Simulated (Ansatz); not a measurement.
# SrHgGeSe4 (Ama2): converging the G0W0 gap

Aim: see how the G0W0 gap of SrHgGeSe4 (Ama2) on PBE moves with empty bands and screening cutoff, and what each rung costs.

Calculated with Ansatz 0.2.0; G0W0 on PBE, plane waves, PAW; PAW set soft_1.

## Step 1: Starting point

It takes space group Ama2 (No. 40, orthorhombic). Conventional cell: a = 10.838 Å, b = 10.746 Å, c = 6.638 Å, α = 90.00°, β = 90.00°, γ = 90.00°. Nearest to Sr lie 8 Se at 3.15 to 3.28 Å. Nearest to Ge lie 4 Se at 2.35 to 2.42 Å. Hg has 4 Se at 2.57 to 2.83 Å nearest. Se has 1 Ge at 2.39 Å and 1 Hg at 2.74 Å and 2 Sr at 3.28 Å nearest. Nearest to Se lie 1 Ge at 2.42 Å and 1 Hg at 2.57 Å and 2 Sr at 3.15 Å. Nearest to Se lie 1 Ge at 2.35 Å and 1 Hg at 2.83 Å and 2 Sr at 3.18 Å. Farther neighbours and most contacts between anions are not listed.

Geometry: measured cell, ions relaxed with PBE. The runs that relaxed it are not among those shown. Spin-orbit coupling is left out unless a step names it.

## Step 2: 144 empty bands, screening to 30 eV

G0W0 replaces the xc potential by the self-energy, built once from these orbitals. Only a window of levels is corrected, while the sums run over the empty bands that the input names. This step takes PAW set soft_1 files.

Contents of input.yaml:

```yaml
crystal:
  lattice:
    - [10.8375, 0.0, 0.0]
    - [0.0, 5.3728, 3.31885]
    - [0.0, -5.3728, 3.31885]
  atoms:
    - { symbol: Sr, position: [0.0, 0.2560433466, 0.2560433466] }
    - { symbol: Sr, position: [0.5, 0.2560433466, 0.2560433466] }
    - { symbol: Ge, position: [0.25, 0.9567885199, 0.5195787844] }
    - { symbol: Ge, position: [0.75, 0.5195787844, 0.9567885199] }
    - { symbol: Hg, position: [0.25, 0.5280692319, 0.8556187453] }
    - { symbol: Hg, position: [0.75, 0.8556187453, 0.5280692319] }
    - { symbol: Se, position: [0.0730524407, 0.1828143308, 0.7237791204] }
    - { symbol: Se, position: [0.9269475593, 0.7237791204, 0.1828143308] }
    - { symbol: Se, position: [0.4269475593, 0.1828143308, 0.7237791204] }
    - { symbol: Se, position: [0.5730524407, 0.7237791204, 0.1828143308] }
    - { symbol: Se, position: [0.25, 0.9728837483, 0.1441951116] }
    - { symbol: Se, position: [0.75, 0.1441951116, 0.9728837483] }
    - { symbol: Se, position: [0.25, 0.5501429265, 0.4178893364] }
    - { symbol: Se, position: [0.75, 0.4178893364, 0.5501429265] }
kpoints:
  mp_grid: { grid: [2, 2, 2] }
hamiltonian:
  xc: pbe
  pseudopotentials: { kind: paw, azcp: { folder: soft_1 } }
scf:
  occupations: { method: fixed }
gw:
  n_empty_bands: 144
  ecut_chi: 30
  qp_bands: [v4, c4]
  qp_kpoints: band_edges
  screening: { model: contour_deformation }
```

On the command line:

```sh
ansatz run input.yaml --threads 2 --pin off --max-ram 92160MiB --backend cuda --events-out ev --progress --plain --runs-dir out --devices 1 --max-vram 13GiB
```

Numbers of over 12 decimals in the logs are rounded to 6 here.

The log of the run:

```text
GPUs: using 1 of 1 available (devices: 1).
Engine: ansatz 0.2.0, x86_64-unknown-linux-gnu
Pseudopotentials: kind: paw
Pseudopotential: Sr, paw, valence charge 10, recommended cutoff 420 eV (normal), soft_1/Sr.paw.azcp
Pseudopotential: Ge, paw, valence charge 14, recommended cutoff 420 eV (normal), soft_1/Ge.paw.azcp
Pseudopotential: Hg, paw, valence charge 20, recommended cutoff 420 eV (normal), soft_1/Hg.paw.azcp
Pseudopotential: Se, paw, valence charge 16, recommended cutoff 420 eV (normal), soft_1/Se.paw.azcp
Functional definition: PBE
  parameter kappa = 0.804
  parameter beta = 0.066725
  exchange = pbe_x(kappa = kappa, mu = beta*pi^2/3)
  correlation = pbe_c(beta = beta)
device memory: the entry about to start is reckoned to put 3.9 GiB on a device that reports 60.6 GiB free (of which the cap on the GPU budget leaves the run 13.0 GiB)
GPU FFT provider: cuFFT
GPU libraries: cuBLAS 13.8.2, cuFFT 12.4.0, cuSOLVER 12.3.4
Crystal: 14 atoms, lattice volume = 386.498 Å³
Basis set: ecut = 420 eV, 7535 PW (Γ)
Bands: 130, of which v1, the nominal top of the filled ones, is band 108 counted from 1 (107 counted from 0)
Symmetry: 4 space group operations
Space group: Ama2 (ITA 40), of the structure as read, at distance tolerance 7.3e-5 Å
k-points: 6 of 8
Non-local potential: Sr, projectors of the file, l = 0: 3, l = 1: 2, l = 2: 2
Non-local potential: Ge, projectors of the file, l = 0: 2, l = 1: 2, l = 2: 3, l = 3: 1
Non-local potential: Hg, projectors of the file, l = 0: 3, l = 1: 2, l = 2: 2, l = 3: 1
Non-local potential: Se, projectors of the file, l = 0: 2, l = 1: 2, l = 2: 3, l = 3: 1
PAW form: soft (Blöchl's): semilocal exchange-correlation on the pseudo side does not see the compensation charge
PAW one-centre angular grid: Sr, 110 points (default); XC on 64 Gauss nodes
PAW one-centre angular grid: Ge, 590 points (default); XC on 64 Gauss nodes
PAW one-centre angular grid: Hg, 590 points (default); XC on 64 Gauss nodes
PAW one-centre angular grid: Se, 590 points (default); XC on 64 Gauss nodes
Initial density: superposition of atomic densities (chi_scale 0.1, normalization cell, long waves kept (reshape's long-wave potential 0.01 eV rms))
Initial wavefunctions: pseudopotential atomic-orbital guess
GPU buffer pool allocated for 151875 grid points (all kernels)
GPU transforms: local potential and band sums: pruned to the plane-wave sphere, on 75×45×45
Functional: x = pbe(κ = 0.804, μ = 0.219515), c = pbe(β = 0.066725)
SCF iter   1: F=—  HF=-87077.200748 eV  |F-HF|=—  |Δ(HF+E_count)|=         —  Δρ=4.05e-2  dr2=1.16e1  ethr=3.10e-3  ⟨swp⟩=6.5  Hψ=2537  notcnv=0  defer=112
preconditioner: auto → Resta (q_TF=auto, 2.476 Å⁻¹)  ε∞=4.6  [insulator: Δε(μ)=0.895 eV  Ē_g=9.103 eV  n_scr=98 (ndim 8)  ℏωp=17.3 eV  f_vac=0.062  ε∞_Penn≈4.6]
SCF iter   2: F=—  HF=-87074.171469 eV  |F-HF|=—  |Δ(HF+E_count)|=    3.03e0  Δρ=2.07e-2  dr2=2.94e0  ethr=3.10e-3  ⟨swp⟩=3.0  Hψ=1075  notcnv=0  defer=112
SCF iter   3: F=—  HF=-87073.155736 eV  |F-HF|=—  |Δ(HF+E_count)|=    1.02e0  Δρ=5.06e-3  dr2=1.67e-1  ethr=1.36e-3  ⟨swp⟩=3.3  Hψ=1089  notcnv=0  defer=117
SCF iter   4: F=—  HF=-87073.103307 eV  |F-HF|=—  |Δ(HF+E_count)|=   5.24e-2  Δρ=2.27e-3  dr2=3.19e-2  ethr=7.72e-5  ⟨swp⟩=2.8  Hψ=1530  notcnv=0  defer=120
SCF iter   5: F=—  HF=-87073.102816 eV  |F-HF|=—  |Δ(HF+E_count)|=   4.91e-4  Δρ=7.59e-4  dr2=3.35e-3  ethr=1.48e-5  ⟨swp⟩=3.0  Hψ=1304  notcnv=0  defer=120
SCF iter   6: F=—  HF=-87073.105308 eV  |F-HF|=—  |Δ(HF+E_count)|=   2.49e-3  Δρ=3.02e-4  dr2=6.62e-4  ethr=1.55e-6  ⟨swp⟩=2.0  Hψ=1040  notcnv=0  defer=120
SCF iter   7: F=—  HF=-87073.105844 eV  |F-HF|=—  |Δ(HF+E_count)|=   5.36e-4  Δρ=1.41e-4  dr2=1.73e-4  ethr=3.06e-7  ⟨swp⟩=2.0  Hψ=1232  notcnv=0  defer=120
SCF iter   8: F=—  HF=-87073.106125 eV  |F-HF|=—  |Δ(HF+E_count)|=   2.81e-4  Δρ=6.07e-5  dr2=3.19e-5  ethr=7.99e-8  ⟨swp⟩=2.0  Hψ=1030  notcnv=0  defer=114
SCF iter   9: F=—  HF=-87073.106200 eV  |F-HF|=—  |Δ(HF+E_count)|=   7.47e-5  Δρ=2.60e-5  dr2=4.71e-6  ethr=1.47e-8  ⟨swp⟩=2.3  Hψ=1364  notcnv=0  defer=103
SCF iter  10: F=—  HF=-87073.106208 eV  |F-HF|=—  |Δ(HF+E_count)|=   7.91e-6  Δρ=7.44e-6  dr2=3.01e-7  ethr=2.18e-9  ⟨swp⟩=2.3  Hψ=1318  notcnv=0  defer=103
SCF iter  11: F=-87073.106208 eV  HF=-87073.106208 eV  |F-HF|=4.97e-8  |Δ(HF+E_count)|=   5.63e-7  Δρ=2.84e-6  dr2=5.65e-8  ethr=4.63e-11  ⟨swp⟩=13.7  Hψ=4057  notcnv=0
SCF 1 converged in 11 iterations: F = -87073.106208 eV  dr2 = 5.65e-8
  greatest PAW one-centre occupation: 1.000 electrons in one spin orbital (limit 2), on the Hg atom at site 5 (counted from 0), in its partial waves of l = 0
device memory: the entry about to start is reckoned to put 4.5 GiB (of the 4.7 GiB reckoned in all, the device holds 0.1 GiB already) on a device that reports 57.6 GiB free (of which the cap on the GPU budget leaves the run 12.9 GiB)
NSCF: frozen V_eff on 6 k-points
the band table was solved once the SCF had ended and its energy, with any forces and stress, was formed, with the checks that follow a solve (3035 applications of the Hamiltonian). They found nothing against the state; the energy, forces and stress were not computed again (output.eigenvalues in the input reference)
device memory: the entry about to start is reckoned to put 3.3 GiB on a device that reports 57.4 GiB free (of which the cap on the GPU budget leaves the run 13.0 GiB)
NSCF: frozen V_eff on 6 k-points
G₀W₀ screening: q 1/6
[... further progress lines ...]
device memory: the entry about to start is reckoned to put 1.5 GiB on a device that reports 59.4 GiB free (of which the cap on the GPU budget leaves the run 13.0 GiB)
NSCF: frozen V_eff on 1 k-points
device memory: the entry about to start is reckoned to put 1.5 GiB on a device that reports 57.6 GiB free (of which the cap on the GPU budget leaves the run 13.0 GiB)
NSCF: frozen V_eff on 1 k-points
SCF converged after 11 iterations
Free energy (F): -87073.106208 eV
Harris-Foulkes:  -87073.106208 eV  (|F-HF|=4.97e-8)
Internal energy: -87073.106208 eV  (E = F + TS)
E sigma→0 (E₀):  -87073.106208 eV
Fermi energy:    7.327226 eV
--- Per-component energies (eV) ---
  E_band       = -4664.202243
  E_kinetic    = 2688.244571
  E_local      = -36330.921456  (includes V_loc(G=0)·N_el)
  E_nonlocal   = -1765.493586
  E_hartree    = 17748.281841
  E_xc         = -1596.838328
  E_vxc        = -1665.429889  (∫ρ·V_xc dr)
  E_paw        = -46364.562415  (= ΣΔE_a)
  E_vpaw       = -3087.168214  (= ΣTr[D̂ρ^β])
  E_aug_tail   = -0.001997  (compensation charges beyond the density's cutoff)
  E_ewald      = -21451.814837
  E_smearing   = -0.000000  (= −TS)
  E_closure    = -0.000000  (closes the sum)
  Σ components = -87073.106208   (vs F -87073.106208, Δ=0.00e0)
--- Band table (eV; the first three rows and the last of 6) ---
  k-point 0: bands = [... 104 lower, 6.7880, 6.8119, 6.8815, 6.9276, 8.7138, 9.2301, 9.6663, 10.1852, ... 18 higher]
  k-point 1: bands = [... 104 lower, 6.3749, 6.6398, 6.6781, 6.7549, 8.6975, 9.3297, 9.4456, 10.0309, ... 18 higher]
  k-point 2: bands = [... 104 lower, 6.8373, 6.8876, 7.1171, 7.3272, 8.4482, 9.4679, 9.9074, 10.0456, ... 18 higher]
  k-point 5: bands = [... 104 lower, 6.5325, 6.5325, 7.1821, 7.1821, 9.0400, 9.0400, 10.0635, 10.0635, ... 18 higher]
--- G₀W₀: contour deformation, 7 samples at zero and on the imaginary axis and 1 off it, 8 q-points, 144 empty bands' worth ---
  eigenvalues of the whole cell's RPA ε∞ on this k-mesh (on a slab, of 1 + 4πα/V) = 6.7832, 7.7195, 10.7269; static W/v taken at q = 0 is 0.108231
  gw.qp_kpoints: band_edges: 6 of 6 stored k-points solved, in 1 pass; an edge of the gap read off the rows below is read off those points alone
    ik  band        ε_KS         Σx   Σc(E_QP)       V_xc       Z   E_QP_lin       E_QP  E_QP is
     0   105      6.7880   -17.9458     2.6374   -15.3622  0.7504     6.8417     6.8418  root
     0   106      6.8119   -17.8867     2.4474   -15.4628  0.7498     6.8355     6.8355  root
     0   107      6.8815   -17.9964     2.4990   -15.6095  0.7537     6.9932     6.9935  root
     0   108      6.9276   -18.1989     2.5187   -15.7408  0.7568     6.9882     6.9883  root
     0   109      8.7138   -10.9576    -2.8052   -14.6569  0.7808     9.6252     9.6079  root
     0   110      9.2301   -10.8650    -2.8541   -14.7346  0.7692    10.2762    10.2456  root
     0   111      9.6663   -11.4776    -2.9871   -15.5435  0.7631    10.7779    10.7452  root
     0   112     10.1852   -11.2708    -3.2456   -15.6216  0.7434    11.3397    11.2904  root
     1   105      6.3749   -17.4534     2.7783   -14.6425  0.7378     6.3423     6.3424  root
     1   106      6.6398   -17.8449     2.6091   -15.2174  0.7463     6.6215     6.6215  root
     1   107      6.6781   -18.6743     2.5687   -16.1394  0.7454     6.7118     6.7119  root
     1   108      6.7549   -17.8410     2.6235   -15.2072  0.7474     6.7447     6.7447  root
     1   109      8.6975   -10.7447    -2.7659   -14.4347  0.7758     9.6420     9.6215  root
     1   110      9.3297   -10.7323    -2.8846   -14.6083  0.7684    10.3514    10.3211  root
     1   111      9.4456   -11.0690    -3.0004   -15.1082  0.7622    10.5207    10.4844  root
     1   112     10.0309   -10.0216    -3.2176   -14.2215  0.7617    11.0463    11.0132  root
     2   105      6.8373   -17.9460     2.6029   -15.3745  0.7549     6.8688     6.8688  root
     2   106      6.8876   -18.1270     2.5060   -15.6430  0.7455     6.9095     6.9095  root
     2   107      7.1171   -18.0310     2.4595   -15.6493  0.7537     7.1948     7.1949  root
     2   108      7.3272   -18.8622     2.5436   -16.4212  0.7532     7.4296     7.4299  root
     2   109      8.4482   -10.1597    -2.6696   -13.7094  0.7770     9.3445     9.3282  root
     2   110      9.4679   -11.1282    -2.9114   -15.0489  0.7563    10.5059    10.4772  root
     2   111      9.9074   -10.7948    -3.1097   -14.9555  0.7682    10.9997    10.9584  root
     2   112     10.0456    -9.5502    -3.2083   -13.7357  0.7729    11.0548    11.0228  root
[...]
5   105      6.5325   -17.7826     2.6693   -15.0661  0.7449     6.4852     6.4853  root
     5   106      6.5325   -17.7826     2.6693   -15.0661  0.7449     6.4852     6.4853  root
     5   107      7.1821   -18.6169     2.5255   -16.1680  0.7511     7.2587     7.2588  root
     5   108      7.1821   -18.6169     2.5255   -16.1680  0.7511     7.2587     7.2588  root
     5   109      9.0400   -10.7787    -2.7868   -14.5211  0.7674    10.0217     9.9956  root
     5   110      9.0400   -10.7787    -2.7868   -14.5211  0.7674    10.0217     9.9956  root
     5   111     10.0635   -10.4477    -3.1237   -14.5975  0.7665    11.1277    11.0896  root
     5   112     10.0635   -10.4477    -3.1237   -14.5975  0.7665    11.1277    11.0896  root
```

It took 16 s on 1 × NVIDIA H100 80GB HBM3 (shared by 6 runs) with 2 threads of AMD EPYC 7R13 (Zen 3), shared host; peak memory 1.4 GiB; 15 s of CPU time.

Numbers from this step:

| Item | Value |
| --- | --- |
| bands summed | 252 |
| RPA ε∞ on this mesh (eigenvalues) | 6.783, 7.719, 10.73 |
| plane waves in the screening matrix | 135 |
| q-points in the mesh | 8 |
| G0W0 gap on the mesh | 1.898 eV |
| k of the valence top | 0, -0.5, -0.5 |
| k of the conduction bottom | 0, -0.5, -0.5 |
| starting gap on the mesh | 1.121 eV |
| Z at the valence top | 0.7532 |
| Z at the conduction bottom | 0.7770 |
| least direct G0W0 gap on the computed points | 1.898 eV |

The gap on the mesh goes from 1.12 eV to 1.90 eV, a correction of +0.78 eV. Between the two edge states, bare exchange in place of the xc potential would open the gap by 5.99 eV, and correlation takes back 5.21 eV.

## Step 3: 407 empty bands, screening to 60 eV

Another rung: the empty bands reach about as high as the screening cutoff, so the two stay in balance.

input.yaml, as its differences from that of step 2:

```diff
@@ -28,4 +28,4 @@
 gw:
-  n_empty_bands: 144
-  ecut_chi: 30
+  n_empty_bands: 407
+  ecut_chi: 60
   qp_bands: [v4, c4]
```

The log of the run:

```text
GPUs: using 1 of 1 available (devices: 1).
[...]
GPU FFT provider: cuFFT
GPU libraries: cuBLAS 13.8.2, cuFFT 12.4.0, cuSOLVER 12.3.4
Crystal: 14 atoms, lattice volume = 386.498 Å³
Basis set: ecut = 420 eV, 7535 PW (Γ)
Bands: 130, of which v1, the nominal top of the filled ones, is band 108 counted from 1 (107 counted from 0)
Symmetry: 4 space group operations
[...]
k-points: 6 of 8
[...]
GPU buffer pool allocated for 151875 grid points (all kernels)
[...]
SCF iter   1: F=—  HF=-87077.200748 eV  |F-HF|=—  |Δ(HF+E_count)|=         —  Δρ=4.05e-2  dr2=1.16e1  ethr=3.10e-3  ⟨swp⟩=6.5  Hψ=2537  notcnv=0  defer=112
[...]
SCF iter  11: F=-87073.106208 eV  HF=-87073.106208 eV  |F-HF|=4.97e-8  |Δ(HF+E_count)|=   5.63e-7  Δρ=2.84e-6  dr2=5.65e-8  ethr=4.63e-11  ⟨swp⟩=13.7  Hψ=4057  notcnv=0
SCF 1 converged in 11 iterations: F = -87073.106208 eV  dr2 = 5.65e-8
[...]
NSCF: frozen V_eff on 6 k-points
[...]
G₀W₀ screening: q 1/6
[... further progress lines ...]
[...]
SCF converged after 11 iterations
Free energy (F): -87073.106208 eV
[...]
Internal energy: -87073.106208 eV  (E = F + TS)
E sigma→0 (E₀):  -87073.106208 eV
Fermi energy:    7.327226 eV
[...]
--- Band table (eV; the first three rows and the last of 6) ---
  k-point 0: bands = [... 104 lower, 6.7880, 6.8119, 6.8815, 6.9276, 8.7138, 9.2301, 9.6663, 10.1852, ... 18 higher]
  k-point 1: bands = [... 104 lower, 6.3749, 6.6398, 6.6781, 6.7549, 8.6975, 9.3297, 9.4456, 10.0309, ... 18 higher]
  k-point 2: bands = [... 104 lower, 6.8373, 6.8876, 7.1171, 7.3272, 8.4482, 9.4679, 9.9074, 10.0456, ... 18 higher]
  k-point 5: bands = [... 104 lower, 6.5325, 6.5325, 7.1821, 7.1821, 9.0400, 9.0400, 10.0635, 10.0635, ... 18 higher]
[...]
bands read: the sum over 515 bands ends inside a degenerate multiplet in 2 slots, whose members it reads at an even weight; the widest, k=3: bands 515 to 516 (counted from 1) at 1/2 each
[...]
0   105      6.7880   -17.9458     2.2778   -15.3622  0.7430     6.4798     6.4822  root
     0   106      6.8119   -17.8867     2.1346   -15.4628  0.7413     6.5205     6.5227  root
     0   107      6.8815   -17.9964     2.1313   -15.6095  0.7455     6.6243     6.6258  root
     0   108      6.9276   -18.1989     2.1596   -15.7408  0.7492     6.6272     6.6292  root
     0   109      8.7138   -10.9576    -3.1410   -14.6569  0.7736     9.2777     9.2721  root
     0   110      9.2301   -10.8650    -3.2249   -14.7346  0.7616     9.8846     9.8746  root
     0   111      9.6663   -11.4776    -3.4275   -15.5435  0.7562    10.3148    10.3048  root
     0   112     10.1852   -11.2708    -3.6552   -15.6216  0.7359    10.9010    10.8809  root
[...]
5   109      9.0400   -10.7787    -3.1651   -14.5211  0.7600     9.6254     9.6172  root
     5   110      9.0400   -10.7787    -3.1651   -14.5211  0.7600     9.6254     9.6172  root
     5   111     10.0635   -10.4477    -3.5427   -14.5975  0.7597    10.6817    10.6706  root
     5   112     10.0635   -10.4477    -3.5427   -14.5975  0.7597    10.6817    10.6706  root
```

The job ended after 22 s (1 × NVIDIA H100 80GB HBM3 (shared by 6 runs) with 2 threads; peak memory 1.9 GiB; 27 s of CPU time).

Numbers from this step:

```
bands summed                                 : 515
RPA ε∞ on this mesh (eigenvalues)            : 6.696, 7.595, 10.52
plane waves in the screening matrix          : 391
q-points in the mesh                         : 8
G0W0 gap on the mesh                         : 1.880 eV
k of the valence top                         : 0, -0.5, -0.5
k of the conduction bottom                   : 0, -0.5, -0.5
starting gap on the mesh                     : 1.121 eV
Z at the valence top                         : 0.7442
Z at the conduction bottom                   : 0.7703
least direct G0W0 gap on the computed points : 1.880 eV
```

Against the run with 2×2×2 mesh, 144 empty bands, screening to 30 eV, PAW set soft_1 files, the gap moves by −0.018 eV.

## Step 4: 877 empty bands, screening to 100 eV

input.yaml, as its differences from that of step 3:

```diff
@@ -28,4 +28,4 @@
 gw:
-  n_empty_bands: 407
-  ecut_chi: 60
+  n_empty_bands: 877
+  ecut_chi: 100.0
   qp_bands: [v4, c4]
```

The log of the run:

```text
GPUs: using 1 of 1 available (devices: 1).
[...]
GPU FFT provider: cuFFT
GPU libraries: cuBLAS 13.8.2, cuFFT 12.4.0, cuSOLVER 12.3.4
Crystal: 14 atoms, lattice volume = 386.498 Å³
Basis set: ecut = 420 eV, 7535 PW (Γ)
Bands: 130, of which v1, the nominal top of the filled ones, is band 108 counted from 1 (107 counted from 0)
Symmetry: 4 space group operations
[...]
k-points: 6 of 8
[...]
0   112     10.1852   -11.2708    -3.9299   -15.6216  0.7331    10.6122    10.6061  root
[...]
5   109      9.0400   -10.7787    -3.4214   -14.5211  0.7575     9.3635     9.3610  root
     5   110      9.0400   -10.7787    -3.4214   -14.5211  0.7575     9.3635     9.3610  root
     5   111     10.0635   -10.4477    -3.7964   -14.5975  0.7569    10.4204    10.4169  root
     5   112     10.0635   -10.4477    -3.7964   -14.5975  0.7569    10.4204    10.4169  root
[key lines of the parts left out:]
SCF converged after 11 iterations
Free energy (F): -87073.106208 eV
Fermi energy:    7.327226 eV
```

It took 34 s on 1 × NVIDIA H100 80GB HBM3 (shared by 6 runs) with 2 threads; peak memory 3 GiB; 53 s of CPU time.

Numbers from this step:

```
bands summed                                 : 985
RPA ε∞ on this mesh (eigenvalues)            : 6.670, 7.538, 10.44
plane waves in the screening matrix          : 889
G0W0 gap on the mesh                         : 1.915 eV
k of the valence top                         : 0, -0.5, -0.5
k of the conduction bottom                   : 0, -0.5, -0.5
starting gap on the mesh                     : 1.121 eV
least direct G0W0 gap on the computed points : 1.915 eV
```

Against the run with 2×2×2 mesh, 407 empty bands, screening to 60 eV, PAW set soft_1 files, the gap moves by +0.04 eV.

(Part 1 of 2 ends here.)

[Paths, hosts, dates, memory and timing lines, banners, echoed tables and standing remarks are left out of the program output.]

[Logs are printed without paths, hosts, clocks, repeated set-up lines and the standing remarks that a program may print on its own settings, such as how far it seeks lower states.]

[Runs of the session that timed out or met a known fault of the program may be left out.]

[Cells called generated may have been cut or substituted from an entry of the Crystallography Open Database or the Materials Project.]

[Hosts, paths, dates, database ids (printed as entryN), source tags and the programs' standing remarks are cut or masked in the printed files.]
